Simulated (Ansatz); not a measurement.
# Ac (Fm-3m, 1 atom in the cell): phonons and vibrational spectra

Task: relax Ac (Fm-3m, 1 atom in the cell), then find its harmonic phonons.

Program: Ansatz 0.2.0. Level of theory: DFT PBEsol, scalar-relativistic, plane waves, norm-conserving pseudopotentials (PseudoDojo family; Ansatz's own files past Rn). Results are calculated unless marked as measured.

**1. Starting point**

The structure is cubic, space group Fm-3m (No. 225). The conventional cell has a = 5.311 Å, b = 5.311 Å, c = 5.311 Å, α = 90.00°, β = 90.00°, γ = 90.00°. Ac has 12 Ac at 3.76 Å nearest.

Structure file:

```cif
data_structure
_symmetry_space_group_name_H-M 'P 1'
_symmetry_Int_Tables_number 1
_cell_length_a 3.7554
_cell_length_b 3.7554
_cell_length_c 3.7554
_cell_angle_alpha 60.000
_cell_angle_beta 60.000
_cell_angle_gamma 60.000
_cell_volume 37.45
loop_
_atom_site_label
_atom_site_type_symbol
_atom_site_fract_x
_atom_site_fract_y
_atom_site_fract_z
_atom_site_occupancy
Ac1 Ac 0.00000 0.00000 0.00000 1
```

**2. Bringing the structure to rest**

The volume is held at the value of the starting cell, and symmetry leaves nothing else free, so this is a single point.

The input, input.yaml:

```yaml
crystal:
  lattice:
    - [0.0, 2.6555, 2.6555]
    - [2.6555, 0.0, 2.6555]
    - [2.6555, 2.6555, 0.0]
  atoms:
    - { symbol: Ac, position: [0.0, 0.0, 0.0] }
kpoints:
  mp_grid: { grid: [14, 14, 14] }
hamiltonian:
  xc: pbesol
  pseudopotentials: { kind: nc, accuracy: standard }
scf:
  occupations: { method: gaussian, width: 0.1 }
output:
  forces: true
  stress: true
  eigenvalues: true
```

Run with:

```bash
> ansatz run input.yaml --threads 16 --pin off --max-ram 61440MiB --backend cuda --events-out ev --progress --plain --runs-dir out
```

Numbers of over 12 decimals in the logs are rounded to 6 here.

The log of the run:

```text
Engine: ansatz 0.2.0, aarch64-unknown-linux-gnu
Pseudopotentials: kind: nc
Pseudopotential: Ac, nc, valence charge 29, recommended cutoff 1530 eV (normal), Ac.nc.azcp
Functional definition: PBEsol
  exchange = pbesol_x
  correlation = pbesol_c
device memory: the entry about to start is reckoned to put 6.9 GiB on a device that reports 182.5 GiB free
GPU FFT provider: cuFFT
GPU libraries: cuBLAS 13.8.1, cuFFT 12.4.0, cuSOLVER 12.3.2
GPU matrix products: emulated (plane waves: as basis.precision tells), large ones in fixed point in workspaces of 1.00 GiB
Crystal: 1 atoms, lattice volume = 37.451 Å³
Basis set: ecut = 1530 eV, 5029 PW (Γ), exchange–correlation on 96×96×96 points (8 copies of the dense FFT grid, shifted against one another)
Bands: 19, of which v1, the nominal top of the filled ones, is band 15 counted from 1 (14 counted from 0)
Symmetry: 48 space group operations
Space group: Fm-3m (ITA 225), of the structure as read, at distance tolerance 3.3e-5 Å
k-points: 104 of 2744
Non-local potential: Ac, projectors of the file, l = 0: 3, l = 1: 3, l = 2: 2, l = 3: 2
Initial density: superposition of atomic densities (chi_scale 0.1, normalization cell)
Initial wavefunctions: pseudopotential atomic-orbital guess
GPU buffer pool allocated for 110592 grid points (all kernels)
GPU transforms: local potential and band sums: pruned to the plane-wave sphere, on 48×48×48
Functional: x = pbesol(κ = 0.804, μ = 0.123457), c = pbesol(β = 0.046)
SCF iter   1: F=—  HF=-10859.203261 eV  |F-HF|=—  |Δ(HF+E_count)|=         —  Δρ=1.35e-2  dr2=8.99e-2  ethr=3.10e-3  ⟨swp⟩=14.0  Hψ=18105  notcnv=0
preconditioner: auto → Kerker (q_TF=auto, 2.614 Å⁻¹)  [metal: Δε(μ)=0.004 eV  Ē_g=13.090 eV  σ=0.100 eV  W_gap=0.02  n_scr=14 (ndim 8)  ℏωp=18.2 eV  f_vac=0.000  D(μ)=2.34/eV (n_scr^D=26)]
SCF iter   2: F=—  HF=-10859.186512 eV  |F-HF|=—  |Δ(HF+E_count)|=   1.67e-2  Δρ=7.83e-3  dr2=3.53e-2  ethr=3.10e-4  ⟨swp⟩=3.5  Hψ=3774  notcnv=0
SCF iter   3: F=—  HF=-10859.170614 eV  |F-HF|=—  |Δ(HF+E_count)|=   1.59e-2  Δρ=1.51e-3  dr2=1.02e-3  ethr=1.22e-4  ⟨swp⟩=3.1  Hψ=3284  notcnv=0
SCF iter   4: F=—  HF=-10859.170555 eV  |F-HF|=—  |Δ(HF+E_count)|=   5.93e-5  Δρ=4.80e-4  dr2=7.17e-5  ethr=3.51e-6  ⟨swp⟩=3.0  Hψ=3440  notcnv=0
SCF iter   5: F=—  HF=-10859.171015 eV  |F-HF|=—  |Δ(HF+E_count)|=   4.60e-4  Δρ=9.79e-5  dr2=7.92e-7  ethr=2.47e-7  ⟨swp⟩=2.2  Hψ=3098  notcnv=0
SCF iter   6: F=—  HF=-10859.171015 eV  |F-HF|=—  |Δ(HF+E_count)|=   1.15e-7  Δρ=1.79e-5  dr2=1.01e-7  ethr=3.45e-10  ⟨swp⟩=13.6  Hψ=16513  notcnv=0
SCF iter   7: F=-10859.171015 eV  HF=-10859.171015 eV  |F-HF|=1.09e-9  |Δ(HF+E_count)|=   2.45e-8  Δρ=3.96e-6  dr2=5.26e-9  ethr=3.45e-10  ⟨swp⟩=5.9  Hψ=7677  notcnv=0
SCF 1 converged in 7 iterations: F = -10859.171015 eV  dr2 = 5.26e-9
SCF converged after 7 iterations
Free energy (F): -10859.171015 eV
Harris-Foulkes:  -10859.171015 eV  (|F-HF|=1.09e-9)
Internal energy: -10859.159138 eV  (E = F + TS)
E sigma→0 (E₀):  -10859.165077 eV
Entropy (-TS):   -0.011877 eV (-11.877 meV/atom)
Fermi energy:    16.563083 eV
--- Per-component energies (eV) ---
  E_band       = -1957.672821
  E_kinetic    = 2952.346099
  E_local      = -10622.652557  (includes V_loc(G=0)·N_el)
  E_nonlocal   = 58.371107
  E_hartree    = 3300.620380
  E_xc         = -1320.660334
  E_vxc        = -946.981251  (∫ρ·V_xc dr)
  E_ewald      = -5227.183833
  E_smearing   = -0.011877  (= −TS)
  E_closure    = 0.000000  (closes the sum)
  Σ components = -10859.171015   (vs F -10859.171015, Δ=0.00e0)
--- Forces (eV/Å), atoms counted from 1 ---
  atom   1  Ac     0.00000000     0.00000000    -0.00000000
  max |Σ_I F_I| component: 1.62e-26 eV/Å
--- Stress (GPa, compression-positive) ---
        3.786878       0.000000      -0.000000
       -0.000000       3.786878       0.000000
       -0.000000      -0.000000       3.786878
  P = ⅓ Tr σ = 3.7869 GPa (37.869 kbar)
--- Band table (eV; the first three rows and the last of 104) ---
  k-point 0: bands = [... 11 lower, 2.4793, 2.4793, 12.2389, 18.2320, 18.2320, 18.2320, 18.9743, 20.6804]
  k-point 1: bands = [... 11 lower, 2.4647, 2.4647, 12.4532, 17.7845, 18.2911, 18.2911, 19.5023, 20.4173]
  k-point 2: bands = [... 11 lower, 2.4242, 2.4242, 13.0094, 17.2906, 18.4213, 18.4213, 19.9949, 20.0618]
  k-point 103: bands = [... 11 lower, 1.1604, 1.6257, 15.5032, 16.6570, 17.8623, 18.4299, 21.1870, 21.2242]
```

Elapsed: 3.8 s, on 1 × NVIDIA GB200 with 16 threads of Arm Neoverse V2, shared host; peak memory 0.98 GiB.

This step gave:

```
pressure          : 3.787 GPa
volume per atom   : 37.45 Å³
gap on the k-mesh : 0 eV
```

The run ends at a pressure of 3.79 GPa.

**3. Relaxing to small forces for the phonons**

Symmetry and the fixed volume leave nothing to relax, so a single point is run, using the mesh and the filling of the phonon run that follows.

input.yaml, the sections that differ from step 2:

```yaml
kpoints:
  mp_grid: { grid: [16, 16, 16] }
scf:
  occupations: { method: methfessel_paxton, width: 0.2 }
# crystal, hamiltonian, output: as in step 2
```

The log of the run:

```text
[...]
GPU FFT provider: cuFFT
GPU libraries: cuBLAS 13.8.1, cuFFT 12.4.0, cuSOLVER 12.3.2
[...]
Crystal: 1 atoms, lattice volume = 37.451 Å³
Basis set: ecut = 1530 eV, 5029 PW (Γ), exchange–correlation on 96×96×96 points (8 copies of the dense FFT grid, shifted against one another)
[...]
--- Band table (eV; the first three rows and the last of 145) ---
  k-point 0: bands = [... 11 lower, 2.4811, 2.4811, 12.2389, 18.2340, 18.2340, 18.2340, 18.9774, 20.6810]
  k-point 1: bands = [... 11 lower, 2.4699, 2.4699, 12.4043, 17.8598, 18.2799, 18.2799, 19.4151, 20.4660]
  k-point 2: bands = [... 11 lower, 2.4382, 2.4382, 12.8493, 17.3940, 18.3907, 18.3907, 19.9480, 20.1380]
  k-point 144: bands = [... 11 lower, 1.0244, 1.6241, 15.6428, 17.2419, 17.2419, 18.2382, 21.2141, 21.2141]
[key lines of the parts left out:]
SCF converged after 6 iterations
Free energy (F): -10859.171357 eV
Fermi energy:    16.552949 eV
P = ⅓ Tr σ = 3.7947 GPa (37.947 kbar)
```

Elapsed: 1.7 s, on 1 × NVIDIA GB200 with 16 threads; peak memory 0.97 GiB; 3.5 s of CPU time.

Numbers from this step:

```
pressure : 3.795 GPa
```

The forces vanish by symmetry. The volume is held at 37.45 Å³/atom, so a pressure of 3.79 GPa remains at this level.

**4. The dispersion**

Stability and thermal properties need the whole zone. Linear response on a 4×4×4 q mesh gives force constants as far as a supercell of that size would.

input.yaml, the sections that differ from step 3:

```yaml
output:
  eigenvalues: true
phonons:
  method: dfpt
  qmesh: [4, 4, 4]
  temperatures: { t_max: 400, t_step: 50 }
  qpath:
    path:
      - [[0.0, 0.0, 0.0], [0.5, 0.0, 0.5], [0.5, 0.25, 0.75], [0.375, 0.375, 0.75], [0.0, 0.0, 0.0], [0.5, 0.5, 0.5], [0.625, 0.25, 0.625], [0.5, 0.25, 0.75], [0.5, 0.5, 0.5], [0.375, 0.375, 0.75]]
      - [[0.625, 0.25, 0.625], [0.5, 0.0, 0.5]]
    npoints: 10
# crystal, kpoints, hamiltonian, scf: as in step 3
```

The log of the run:

```text
[...]
GPU FFT provider: cuFFT
GPU libraries: cuBLAS 13.8.1, cuFFT 12.4.0, cuSOLVER 12.3.2
[...]
Crystal: 1 atoms, lattice volume = 37.451 Å³
Basis set: ecut = 1530 eV, 5029 PW (Γ), exchange–correlation on 96×96×96 points (8 copies of the dense FFT grid, shifted against one another)
Bands: 19, of which v1, the nominal top of the filled ones, is band 15 counted from 1 (14 counted from 0)
[... 1 set-up line as in the run before ...]
k-points: 145 of 4096
[...]
GPU buffer pool allocated for 110592 grid points (all kernels)
[...]
SCF iter   1: F=—  HF=-10859.203588 eV  |F-HF|=—  |Δ(HF+E_count)|=         —  Δρ=1.36e-2  dr2=9.04e-2  ethr=3.10e-3  ⟨swp⟩=13.2  Hψ=24013  notcnv=0
[...]
SCF iter   9: F=-10859.171357 eV  HF=-10859.171357 eV  |F-HF|=5.46e-12  |Δ(HF+E_count)|=  2.73e-11  S|Δr|=    0.00e0  Δρ=1.72e-7  dr2=8.87e-12  ethr=1.00e-12  ⟨swp⟩=15.3  Hψ=25795  notcnv=0
SCF 1 converged in 9 iterations: F = -10859.171357 eV  dr2 = 8.87e-12
[...]
NSCF: frozen V_eff on 145 k-points, pencils in batches of 32, up to order 76
[...]
NSCF: frozen V_eff on 145 k-points
[...]
DFPT response loops at q = (0, 0, 0) (fractional): preconditioner auto → Kerker (q_TF=auto, 2.614 Å⁻¹) (partly filled bands, converged f_vac=0.000); β = 1.00, the filter's whole step (`scf.mixing.beta` (0.50) is not read by the response loops under this deck's `scf.mixing.preconditioner`; to damp them name `kerker` or `kerker_dos`, under which they read `scf.mixing.beta`, and type it under 1.00, their step now; both keys bind the ground state too); Anderson in place of MSR1; while a model of the screening serves, it and β = 1 on shorter waves in the place of filter and β
[...]
SCF converged after 9 iterations
[...]
Free energy (F): -10859.171357 eV
[...]
Internal energy: -10859.169732 eV  (E = F + TS)
E sigma→0 (E₀):  -10859.170951 eV
Entropy (-TS):   -0.001625 eV (-1.625 meV/atom)
Fermi energy:    16.552931 eV
[...]
--- Band table (eV; the first three rows and the last of 145) ---
  k-point 0: bands = [... 11 lower, 2.4810, 2.4810, 12.2389, 18.2339, 18.2339, 18.2339, 18.9773, 20.6809]
  k-point 1: bands = [... 11 lower, 2.4698, 2.4698, 12.4043, 17.8597, 18.2798, 18.2798, 19.4150, 20.4660]
  k-point 2: bands = [... 11 lower, 2.4381, 2.4381, 12.8493, 17.3940, 18.3907, 18.3907, 19.9479, 20.1379]
  k-point 144: bands = [... 11 lower, 1.0243, 1.6240, 15.6428, 17.2419, 17.2419, 18.2382, 21.2139, 21.2139]
--- Phonons (Γ-DFPT): 1 representative perturbation + reference (Σ response iterations 1) ---
  ASR residual: 6.982e-4 → 0.000e0 eV/Å²; symmetrization residual: 3.253e-19 eV/Å²
  ASR residual per site (eV/Å²): 6.98e-4
  Γ frequencies (cm⁻¹): 0.00 0.00 0.00
--- Phonons (arbitrary-q DFPT): 8 irreducible q on the 4×4×4 mesh ---
  q = [0.0000, 0.0000, 0.0000] (star 1, of the zone-centre solve; hermiticity 4.44e-21, symmetrization 4.66e-16): 0.00 0.00 0.00
  q = [0.0000, 0.0000, 0.2500] (star 8, 1 solved perturbation in 1616 linear systems a pass and spin channel, the states on 816 of 4096 k-point pairs; hermiticity 1.29e-12, symmetrization 1.65e-11): 32.10 32.10 65.55
[...]
q = [0.0000, 0.2500, 0.2500] (star 6, 2 solved perturbations in 1296 linear systems a pass and spin channel, the states on 648 of 4096 k-point pairs; hermiticity 2.36e-12, symmetrization 4.17e-12): 50.43 50.43 56.02
[...]
sum rule: each row above includes the acoustic sum rule's correction from the zone centre's row sums; it moved no ω² by more than (0.91 cm⁻¹)²
  mesh force constants: q→R imaginary residual 0.00e0; ASR residual 6.982e-4 → 0.000e0 eV/Å²; symmetrization residual 2.665e-15 eV/Å²
  interpolated dispersion: 102 rows × 3 modes
  density of states and harmonic sums: on the 20×20×20 q-mesh, interpolated from the force constants of a 4×4×4 supercell (no non-analytic term)
  largest difference from the sums on the solved wave vectors: F 3.58e-3 eV, S 1.30e-5 and C_V 4.01e-6 eV/K
  zero-point energy: 0.010292 eV/cell   skipped modes (ω ≤ 0): 3   left out of the sums: 1.25e-4 of the cell's modes: C_V's classical limit lies that fraction below 3 k_B per atom; for a crystal, a wire or a layer, F and S can be off by more, and a phonons.interpolated_qmesh denser along its periods is the remedy for the sampling
```

Wall time 21 s (1 × NVIDIA GB200 with 16 threads); peak memory 4.4 GiB.

This step gave:

| Quantity | Value |
| --- | --- |
| sum-rule residual before enforcement | 6.98e-4 eV/Å² |
| lowest frequency on the path | 0 cm⁻¹ |
| highest frequency on the path or at a solved wavevector | 97.7 cm⁻¹ |
| mean frequency | 55.3 cm⁻¹ |
| Debye temperature (second moment) | 106 K |
| logarithmic mean frequency | 53.1 cm⁻¹ |
| lowest mode on the q mesh (acoustic modes at Γ apart) | 23.16 cm⁻¹ |
| zero-point energy per atom | 10.29 meV |
| heat capacity at 300 K | 24.78 J/(mol atoms K) |
| vibrational entropy at 300 K | 59.12 J/(mol atoms K) |

Frequencies (cm⁻¹) solved at each irreducible wavevector; negative means imaginary. Frequencies by wavevector, by row:

```tsv
q in reciprocal lattice units	star	mode 1	mode 2	mode 3
0 0 0	1	0	0	0
0 0 0.25	8	32.1	32.1	65.5
0 0 -0.5	4	23.2	23.2	82.5
0 0.25 0.25	6	50.4	50.4	56
0 0.25 -0.5	24	45.6	58.5	71.3
0 0.25 -0.25	12	42.1	62.5	68.2
0 -0.5 -0.5	3	61.8	61.8	97.7
0.25 -0.5 -0.25	6	60.9	61.9	61.9
```

Interpolated from a 4×4×4 q mesh. Phonon branches along the path, in cm⁻¹:

```tsv
point	branch 1	branch 2	branch 3
Γ	0	0	0
halfway	50	50	56
X	62	62	98
halfway	58	61	84
W	61	62	62
halfway	53	62	71
K	49	63	76
halfway	36	59	62
Γ	0	0	0
halfway	32	32	66
L	23	23	82
halfway	37	48	75
U	49	63	76
halfway	53	62	71
W	61	62	62
halfway	43	50	72
L	23	23	82
halfway	37	48	75
K	49	63	76
jump to U	49	63	76
halfway	58	62	90
X	62	62	98
```

The phonon branches as a text plot (rows in cm⁻¹):

```
     96 |       ***                                             *
     92 |                                                      *
     88 |          *
     83 |                                **             *     *
     79 |      *    *                  **  *          ** *
     75 |               **                  *  *          ** *
     71 |              *  *                  ** *    *      *
     67 |     *      *     **         *          * **
     63 |       ***   ********                *****          ****
     59 |         *****      *               *    ***       *  *
     55 |    ***       *      *      *           * *
     51 |    *          *                      **   **        *
     47 |   *            **                 * *            * *
     43 |   *              *   *    *        *       *    * *
     39 |                   *               *         *    *
     35 |  *                 *             *              *
     31 |                     * *     ***  *          ** *
     26 | *                     *    *   **            * *
     22 | *                    *    *     *             *
     18 |                        *
     14 |*                      ** *
     10 |*
      6 |                        * *
      2 |                         *
         Γ       X    W  K        Γ      L     U  W     L   K|U X
```

Tetrahedra on a 20×20×20 mesh, mean over bins of 1 cm-1. Interpolated from a 4×4×4 q mesh. Table of phonon density of states by wavenumber; read off at these points:

```tsv
wavenumber (cm⁻¹)	phonon density of states (1/cm⁻¹/cell)
5.0	1.2e-4
10.0	8.6e-4
15.0	0.00192
20.0	0.00338
25.0	0.00871
30.0	0.0209
35.0	0.0379
40.0	0.0487
45.0	0.0596
50.0	0.0631
55.0	0.0720
60.0	0.105
61.5	0.121
65.0	0.0303
70.0	0.0716
71.5	0.0751
75.0	0.0409
80.0	0.0216
85.0	0.00571
90.0	0.00372
95.0	0.00180
```

Second derivatives of the energy by pair, one row for each kind of neighbour of each atom listed. Each entry sums the pair over the periodic images of the supercell that the q mesh stands for, and in a polar crystal it holds the long-range dipole part too. Force constants by pair, by row:

```tsv
atom	neighbour	distance (Å)	third of the trace (eV/Å²)	along the pair's line (eV/Å²)
Ac1	itself	0	2.738	–
Ac1	Ac	3.755	-0.1758	-0.6104
Ac1	Ac	5.311	0.0781	0.1877
Ac1	Ac	6.505	-0.0473	0.0118
```

Harmonic thermodynamic functions per atom, from the density of states. Interpolated from a 4×4×4 q mesh. Thermodynamic functions, by row:

```tsv
T (K)	F_vib (meV/atom)	S (J/mol-atom/K)	C_V (J/mol-atom/K)
0	10.29	0	0
50	6.91	16.96	20.12
100	-6.22	32.33	23.59
200	-49.36	49.11	24.59
300	-105.8	59.12	24.78
400	-170.9	66.26	24.85
```

Harmonic mean-square displacement, third of the trace. Interpolated from a 4×4×4 q mesh. Mean square displacements, by row:

```tsv
T (K)	Ac1 U_eq (Å²)
0	0.00147
100	0.00485
300	0.01407
600	0.02805
```

Symmetry leaves 8 wavevectors to solve. The lowest mode among them, the acoustic zeros apart, lies at q = (0, 0, -0.5) and is real, 23.2 cm⁻¹.

**5. Outcome**

* space group (within 0.01 Å): Fm-3m
* volume per atom: 37.5 Å³
* electronic character: no gap on this mesh
* lowest mode on the q mesh (acoustic modes at Γ apart): 23.2 cm⁻¹
* highest frequency on the path or at a solved wavevector: 97.7 cm⁻¹
* zero-point energy per atom: 10.3 meV
* heat capacity at 300 K: 24.8 J/(mol atoms K)
* vibrational entropy at 300 K: 59.1 J/(mol atoms K)
* Debye temperature (second moment): 106 K
* imaginary modes on the 4×4×4 q mesh: none

The structure is a minimum as far as tested: no mode is imaginary at the 8 irreducible wavevectors of the 4×4×4 mesh, and the softest away from the acoustic zeros lies at 23 cm⁻¹. The volume was held at that of the database entry and not relaxed, so the modes belong to a cell under 3.79 GPa at this level. With no gap, or one that is small against the smearing, the frequencies hang on the k mesh and the smearing, most of all near Kohn anomalies. Spin-orbit coupling is left out, which can matter for the heavy elements here. These are harmonic frequencies at zero temperature: anharmonic shifts, linewidths and thermal expansion are left out.

[Logs are printed without paths, hosts, clocks, repeated set-up lines and the standing remarks that a program may print on its own settings, such as how far it seeks lower states.]

[Hosts, paths, dates, database ids (printed as entryN), source tags and the programs' standing remarks are cut or masked in the printed files.]
